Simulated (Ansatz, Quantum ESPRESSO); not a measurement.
# 1T-PbBrI, 1 layer in an electric field, part 2 of 6

Wanted: polarisability and gap of 1T-PbBrI, 1 layer against a perpendicular field.

Quantum ESPRESSO 7.5; plane-wave DFT, PBE, PseudoDojo norm-conserving pseudopotentials; geometry and cross-check by Ansatz 0.2.0 with PAW datasets.

So far: Set-up; Geometry from Ansatz.

## 3. SCF with pw.x: no field

The zero-field run is the reference. tefield and dipfield are on already, so that all runs share k-points and boundary.

Level of this step: plane-wave DFT, PBE, PseudoDojo norm-conserving pseudopotentials (Quantum ESPRESSO 7.5).

f0.in reads:

```
&control
  prefix = 'f0'
  outdir = './out'
  pseudo_dir = './pseudo'
  calculation = 'scf'
  tprnfor = .true.
  tefield = .true.
  dipfield = .true.
/
&system
  ibrav = 0
  nat = 3
  ntyp = 3
  ecutwfc = 62
  ecutrho = 248
  occupations = 'smearing'
  smearing = 'fd'
  degauss = 0.004
  edir = 3
  emaxpos = 0.97
  eopreg = 0.04
  eamp = 0.0
/
&electrons
  conv_thr = 1e-09
  mixing_beta = 0.4
  electron_maxstep = 120
  mixing_mode = 'plain'
/
ATOMIC_SPECIES
  I   126.9045  I.dojo-sr-pbe-0.4.1-standard.upf
  Pb  207.2000  Pb.dojo-sr-pbe-0.4.1-standard.upf
  Br  79.9040  Br.dojo-sr-pbe-0.4.1-standard.upf
CELL_PARAMETERS angstrom
  4.56583357954598 0.00000000000000 0.00000000000000
  -2.28291678977299 3.95412786933885 0.00000000000000
  0.00000000000000 0.00000000000000 19.48786102940000
ATOMIC_POSITIONS crystal
  I   0.666666666667 0.333333333333 0.410161346018
  Pb  -0.000000000000 -0.000000000000 0.509141284740
  Br  0.333333333333 0.666666666667 0.591286215742
K_POINTS automatic
  6 6 1 0 0 0
```

Launch:

```
OMP_NUM_THREADS=1 mpirun -n 4 pw.x -nk 2 -in f0.in > f0.out
```

Output:

```text
Program PWSCF v.7.5 starts
[citation notice left out]

     Parallel version (MPI & OpenMP), running on       4 processor cores
     Number of MPI processes:                 4
     Threads/MPI process:                     1

     MPI processes distributed on     1 nodes
[...]
Current dimensions of program PWSCF are:
     Max number of different atomic species (ntypx) = 10
     Max number of k-points (npk) =  40000
     Max angular momentum in pseudopotentials (lmaxx) =  4
     Presently no symmetry can be used with electric field

     K-points division:     npool     =       2
     R & G space division:  proc/nbgrp/npool/nimage =       2
     Subspace diagonalization in iterative solution of the eigenvalue problem:
     a serial algorithm will be used

     Parallelization info
     --------------------
     sticks:   dense  smooth     PW     G-vecs:    dense   smooth      PW
     Min         636     636    189                78330    78330   12763
     Max         637     637    190                78335    78335   12772
     Sum        1273    1273    379               156665   156665   25535

     Using Slab Decomposition

     bravais-lattice index     =            0
     lattice parameter (alat)  =       8.6282  a.u.
     unit-cell volume          =    2374.2780 (a.u.)^3
     number of atoms/cell      =            3
     number of atomic types    =            3
     number of electrons       =        28.00
     number of Kohn-Sham states=           18
     kinetic-energy cutoff     =      62.0000  Ry
     charge density cutoff     =     248.0000  Ry
     scf convergence threshold =      1.0E-09
     mixing beta               =       0.4000
     number of iterations used =            8  plain     mixing
     Exchange-correlation= PBE
                           (   1   4   3   4   0   0   0)

     celldm(1)=   8.628175  celldm(2)=   0.000000  celldm(3)=   0.000000
     celldm(4)=   0.000000  celldm(5)=   0.000000  celldm(6)=   0.000000

     crystal axes: (cart. coord. in units of alat)
               a(1) = (   1.000000   0.000000   0.000000 )
               a(2) = (  -0.500000   0.866025   0.000000 )
               a(3) = (   0.000000   0.000000   4.268193 )

     reciprocal axes: (cart. coord. in units 2 pi/alat)
               b(1) = (  1.000000  0.577350 -0.000000 )
               b(2) = (  0.000000  1.154701  0.000000 )
               b(3) = (  0.000000 -0.000000  0.234291 )

     PseudoPot. # 1 for I  read from file:
     ./pseudo/I.dojo-sr-pbe-0.4.1-standard.upf
     Pseudo is Norm-conserving + core correction, Zval =  7.0
     Generated using ONCVPSP code by D. R. Hamann
     Using radial grid of 1196 points,  6 beta functions with:
                l(1) =   0
                l(2) =   0
                l(3) =   1
                l(4) =   1
                l(5) =   2
                l(6) =   2

     PseudoPot. # 2 for Pb read from file:
     ./pseudo/Pb.dojo-sr-pbe-0.4.1-standard.upf
     Pseudo is Norm-conserving + core correction, Zval = 14.0
     Generated using ONCVPSP code by D. R. Hamann
     Using radial grid of 1678 points,  6 beta functions with:
                l(1) =   0
                l(2) =   0
                l(3) =   1
                l(4) =   1
                l(5) =   2
                l(6) =   2

     PseudoPot. # 3 for Br read from file:
     ./pseudo/Br.dojo-sr-pbe-0.4.1-standard.upf
     Pseudo is Norm-conserving + core correction, Zval =  7.0
     Generated using ONCVPSP code by D. R. Hamann
     Using radial grid of 1098 points,  6 beta functions with:
                l(1) =   0
                l(2) =   0
                l(3) =   1
                l(4) =   1
                l(5) =   2
                l(6) =   2

     atomic species   valence    mass     pseudopotential
     I                 7.00   126.90450     I ( 1.00)
     Pb               14.00   207.20000     Pb( 1.00)
     Br                7.00    79.90400     Br( 1.00)

     No symmetry found

   Cartesian axes

     site n.     atom                  positions (alat units)
         1        I      tau(   1) = (   0.5000000   0.2886751   1.7506480  )
         2        Pb     tau(   2) = (   0.0000000   0.0000000   2.1731135  )
         3        Br     tau(   3) = (  -0.0000000   0.5773503   2.5237240  )

     number of k points=    20  Fermi-Dirac smearing, width (Ry)=  0.0040
                       cart. coord. in units 2pi/alat
        k(    1) = (   0.0000000   0.0000000   0.0000000), wk =   0.0555556
        k(    2) = (   0.0000000   0.1924501   0.0000000), wk =   0.1111111
        k(    3) = (   0.0000000   0.3849002   0.0000000), wk =   0.1111111
        k(    4) = (   0.0000000  -0.5773503   0.0000000), wk =   0.0555556
        k(    5) = (   0.1666667   0.0962250   0.0000000), wk =   0.1111111
        k(    6) = (   0.1666667   0.2886751   0.0000000), wk =   0.1111111
        k(    7) = (   0.1666667   0.4811252   0.0000000), wk =   0.1111111
        k(    8) = (   0.1666667  -0.4811252   0.0000000), wk =   0.1111111
        k(    9) = (   0.1666667  -0.2886751   0.0000000), wk =   0.1111111
        k(   10) = (   0.1666667  -0.0962250   0.0000000), wk =   0.1111111
[...]
k(   20) = (  -0.5000000  -0.8660254   0.0000000), wk =   0.0555556

     Dense  grid:   156665 G-vectors     FFT dimensions: (  45,  45, 192)

     Estimated max dynamical RAM per process >     102.95 MB

     Estimated total dynamical RAM >     373.54 MB

     Initial potential from superposition of free atoms

     starting charge      27.9978, renormalised to      28.0000

     negative rho (up, down):  1.197E-05 0.000E+00

     Adding external electric field

     Computed dipole along edir(3) :
        Dipole                0.0001 Ry au,          0.0003 Debye
        Dipole field          0.0000 Ry au,

        Potential amp.       -0.0000 Ry
        Total length         35.3537 bohr

     Starting wfcs are   17 randomized atomic wfcs +    1 random wfcs

     total cpu time spent up to now is        1.2 secs

     per-process dynamical memory:    72.7 Mb

     Self-consistent Calculation

     iteration #  1     ecut=    62.00 Ry     beta= 0.40
     Davidson diagonalization with overlap
     ethr =  1.00E-02,  avg # of iterations =  6.0

     Threshold (ethr) on eigenvalues was too large:
     Diagonalizing with lowered threshold

     Davidson diagonalization with overlap
     ethr =  3.39E-04,  avg # of iterations =  2.0

     negative rho (up, down):  6.083E-06 0.000E+00

     Adding external electric field

     Computed dipole along edir(3) :
        Dipole               -0.0460 Ry au,         -0.1170 Debye
        Dipole field         -0.0002 Ry au,

        Potential amp.        0.0172 Ry
        Total length         35.3537 bohr

     total cpu time spent up to now is        6.1 secs

     total energy              =    -198.26256962 Ry
     estimated scf accuracy    <       0.09267983 Ry

     iteration #  2     ecut=    62.00 Ry     beta= 0.40
[...]
negative rho (up, down):  3.579E-06 0.000E+00

[...]
Dipole               -0.0183 Ry au,         -0.0466 Debye
[...]
total energy              =    -198.28135200 Ry
     estimated scf accuracy    <       0.00975228 Ry

     iteration #  3     ecut=    62.00 Ry     beta= 0.40
[...]
negative rho (up, down):  1.364E-06 0.000E+00

[...]
Dipole               -0.0813 Ry au,         -0.2065 Debye
[...]
total energy              =    -198.28254811 Ry
     estimated scf accuracy    <       0.00211435 Ry

     iteration #  4     ecut=    62.00 Ry     beta= 0.40
[...]
negative rho (up, down):  7.405E-07 0.000E+00

[...]
Dipole               -0.0332 Ry au,         -0.0844 Debye
[...]
total energy              =    -198.28261106 Ry
     estimated scf accuracy    <       0.00229877 Ry

     iteration #  5     ecut=    62.00 Ry     beta= 0.40
[...]
negative rho (up, down):  4.908E-08 0.000E+00

[...]
Dipole               -0.0411 Ry au,         -0.1045 Debye
[...]
total energy              =    -198.28296647 Ry
     estimated scf accuracy    <       0.00018965 Ry

     iteration #  6     ecut=    62.00 Ry     beta= 0.40
[...]
Dipole               -0.0422 Ry au,         -0.1073 Debye
[...]
total energy              =    -198.28298782 Ry
     estimated scf accuracy    <       0.00000748 Ry

     iteration #  7     ecut=    62.00 Ry     beta= 0.40
[...]
Dipole               -0.0414 Ry au,         -0.1053 Debye
[...]
total energy              =    -198.28298932 Ry
     estimated scf accuracy    <       0.00000110 Ry

     iteration #  8     ecut=    62.00 Ry     beta= 0.40
[...]
Dipole               -0.0415 Ry au,         -0.1055 Debye
[...]
total energy              =    -198.28298953 Ry
     estimated scf accuracy    <       0.00000018 Ry

     iteration #  9     ecut=    62.00 Ry     beta= 0.40
[...]
Dipole               -0.0415 Ry au,         -0.1054 Debye
[...]
total energy              =    -198.28298955 Ry
     estimated scf accuracy    <       0.00000002 Ry

     iteration # 10     ecut=    62.00 Ry     beta= 0.40
[...]
Dipole               -0.0415 Ry au,         -0.1055 Debye
[...]
total energy              =    -198.28298956 Ry
     estimated scf accuracy    <       0.00000001 Ry

     iteration # 11     ecut=    62.00 Ry     beta= 0.40
[...]
Dipole               -0.0415 Ry au,         -0.1056 Debye
[...]
End of self-consistent calculation

          k = 0.0000 0.0000 0.0000 ( 19581 PWs)   bands (ev):

   -19.1186 -19.1170 -19.1170 -19.1038 -19.1038 -16.8148 -14.6202  -9.8472
    -4.5835  -4.5835  -4.3240  -3.7731  -3.7279  -3.7279  -0.7068   0.4856
     0.4856   2.6360

          k = 0.0000 0.1925 0.0000 ( 19533 PWs)   bands (ev):

   -19.1327 -19.1148 -19.1147 -19.1049 -19.1016 -16.7570 -14.5366  -9.9495
    -5.0744  -4.7462  -4.4301  -4.1981  -3.7961  -3.4538  -0.2406   0.5010
     0.7079   3.0045

          k = 0.0000 0.3849 0.0000 ( 19575 PWs)   bands (ev):

   -19.1621 -19.1139 -19.1125 -19.1027 -19.0934 -16.6369 -14.3558 -10.1925
    -5.7414  -5.0356  -4.8874  -4.1620  -3.9202  -3.6321  -0.0174   1.0295
     1.1588   3.2032

          k = 0.0000-0.5774 0.0000 ( 19600 PWs)   bands (ev):

   -19.1765 -19.1143 -19.1132 -19.0998 -19.0885 -16.5744 -14.2567 -10.3345
    -6.0306  -5.1660  -4.9756  -4.1296  -3.9778  -3.8534   0.0882   1.1329
     1.2953   2.9832

          k = 0.1667 0.0962 0.0000 ( 19533 PWs)   bands (ev):

   -19.1327 -19.1148 -19.1147 -19.1049 -19.1016 -16.7570 -14.5366  -9.9495
    -5.0744  -4.7462  -4.4301  -4.1981  -3.7961  -3.4538  -0.2406   0.5010
     0.7079   3.0045

          k = 0.1667 0.2887 0.0000 ( 19571 PWs)   bands (ev):

   -19.1509 -19.1180 -19.1103 -19.1057 -19.0960 -16.6674 -14.4030 -10.1237
    -5.4204  -5.2880  -4.6531  -4.2174  -4.0025  -3.4196   0.2330   0.6242
     1.0682   3.4245

[...]
the Fermi energy is    -2.0737 ev

!    total energy              =    -198.28298956 Ry
     estimated scf accuracy    <          2.8E-10 Ry
     smearing contrib. (-TS)   =      -0.00000000 Ry
     internal energy E=F+TS    =    -198.28298956 Ry

     The total energy is F=E-TS. E is the sum of the following terms:
     one-electron contribution =    -591.91379461 Ry
     hartree contribution      =     302.04867609 Ry
     xc contribution           =     -58.23146469 Ry
     ewald contribution        =     149.81358452 Ry
     electric field correction =       0.00000913 Ry

     convergence has been achieved in  11 iterations

     Forces acting on atoms (cartesian axes, Ry/au):

     atom    1 type  1   force =    -0.00000003    0.00000000   -0.00017398
     atom    2 type  2   force =     0.00000005    0.00000010   -0.00026533
     atom    3 type  3   force =    -0.00000002   -0.00000010    0.00043931

     Total force =     0.000542     Total SCF correction =     0.000028

[...]
=------------------------------------------------------------------------------=
   JOB DONE.
=------------------------------------------------------------------------------=
```

Elapsed: 33 s, on 4 MPI ranks of Arm Neoverse V2, shared host; peak memory 0.53 GiB; 2.2 min of CPU time.

Read from the output:

```
free energy                          : -2697.7775 eV
Fermi energy                         : -2.074 eV
dipole along the normal              : -0.02199 e·Å
valence top, on the run's zero       : -3.420 eV
conduction bottom, on the run's zero : -0.7068 eV
```

The program's own clock; routines nest. Time by routine:

| routine | wall time (s) | calls |
| --- | --- | --- |
| PWSCF | 32.89 | 1 |
| electrons | 31.39 | 1 |
| c_bands | 26.18 | 12 |
| cegterg | 24.28 | 120 |
| h_psi | 21.86 | 578 |
| fftw | 21.39 | 13172 |
| vloc_psi | 19.34 | 578 |
| sum_band | 4.34 | 12 |
| calbec | 1.32 | 618 |
| add_vuspsi | 1.24 | 578 |
| h_psi:calbec | 1.18 | 578 |
| init_run | 1.09 | 1 |
| wfcinit | 0.83 | 1 |
| v_of_rho | 0.8 | 12 |

The run needed 11 iterations to bring the estimated error under 1e-09 Ry; the largest force on any atom, held or free, is 0.01 eV/Å.

## 4. Potential by pp.x

The vacuum level is read from the electrostatic potential (plot_num = 11), averaged over planes.

f0.pot.in reads:

```
&inputpp
  prefix = 'f0'
  outdir = './out'
  filplot = 'f0.pot.dat'
  plot_num = 11
/
```

Launch:

```
OMP_NUM_THREADS=1 mpirun -n 4 pp.x -in f0.pot.in > f0.pot.out
```

The job ended after 0.87 s (4 MPI ranks; peak memory 0.09 GiB).

Read from the output:

- slope of the potential above: 1.39e-5 eV/Å
- upper vacuum line continued to the top atoms, over the valence top: 6.866 eV
- slope of the potential below: -2.42e-5 eV/Å
- lower vacuum line continued to the bottom atoms, over the valence top: 6.645 eV
- vacuum level at the upper face over the valence top of the mesh: 6.866 eV
- vacuum level at the lower face over the valence top of the mesh: 6.645 eV

The vacuum is flat to 0.1 meV/Å, so its level is well defined. Inside the slab the curve depends on the local part of the pseudopotentials; only the vacuum level has a meaning of its own.

(Continued in part 3 of 6.)

[Logs are printed without paths, hosts, clocks, repeated set-up lines and the standing remarks that a program may print on its own settings, such as how far it seeks lower states.]

[Hosts, paths, dates, database ids (printed as entryN), source tags and the programs' standing remarks are cut or masked in the printed files.]

[Maps of the electrostatic potential energy from Ansatz leave out the sawtooth potential of an applied field or a dipole correction, so their vacuum need not be flat; planar profiles and work functions include it.]
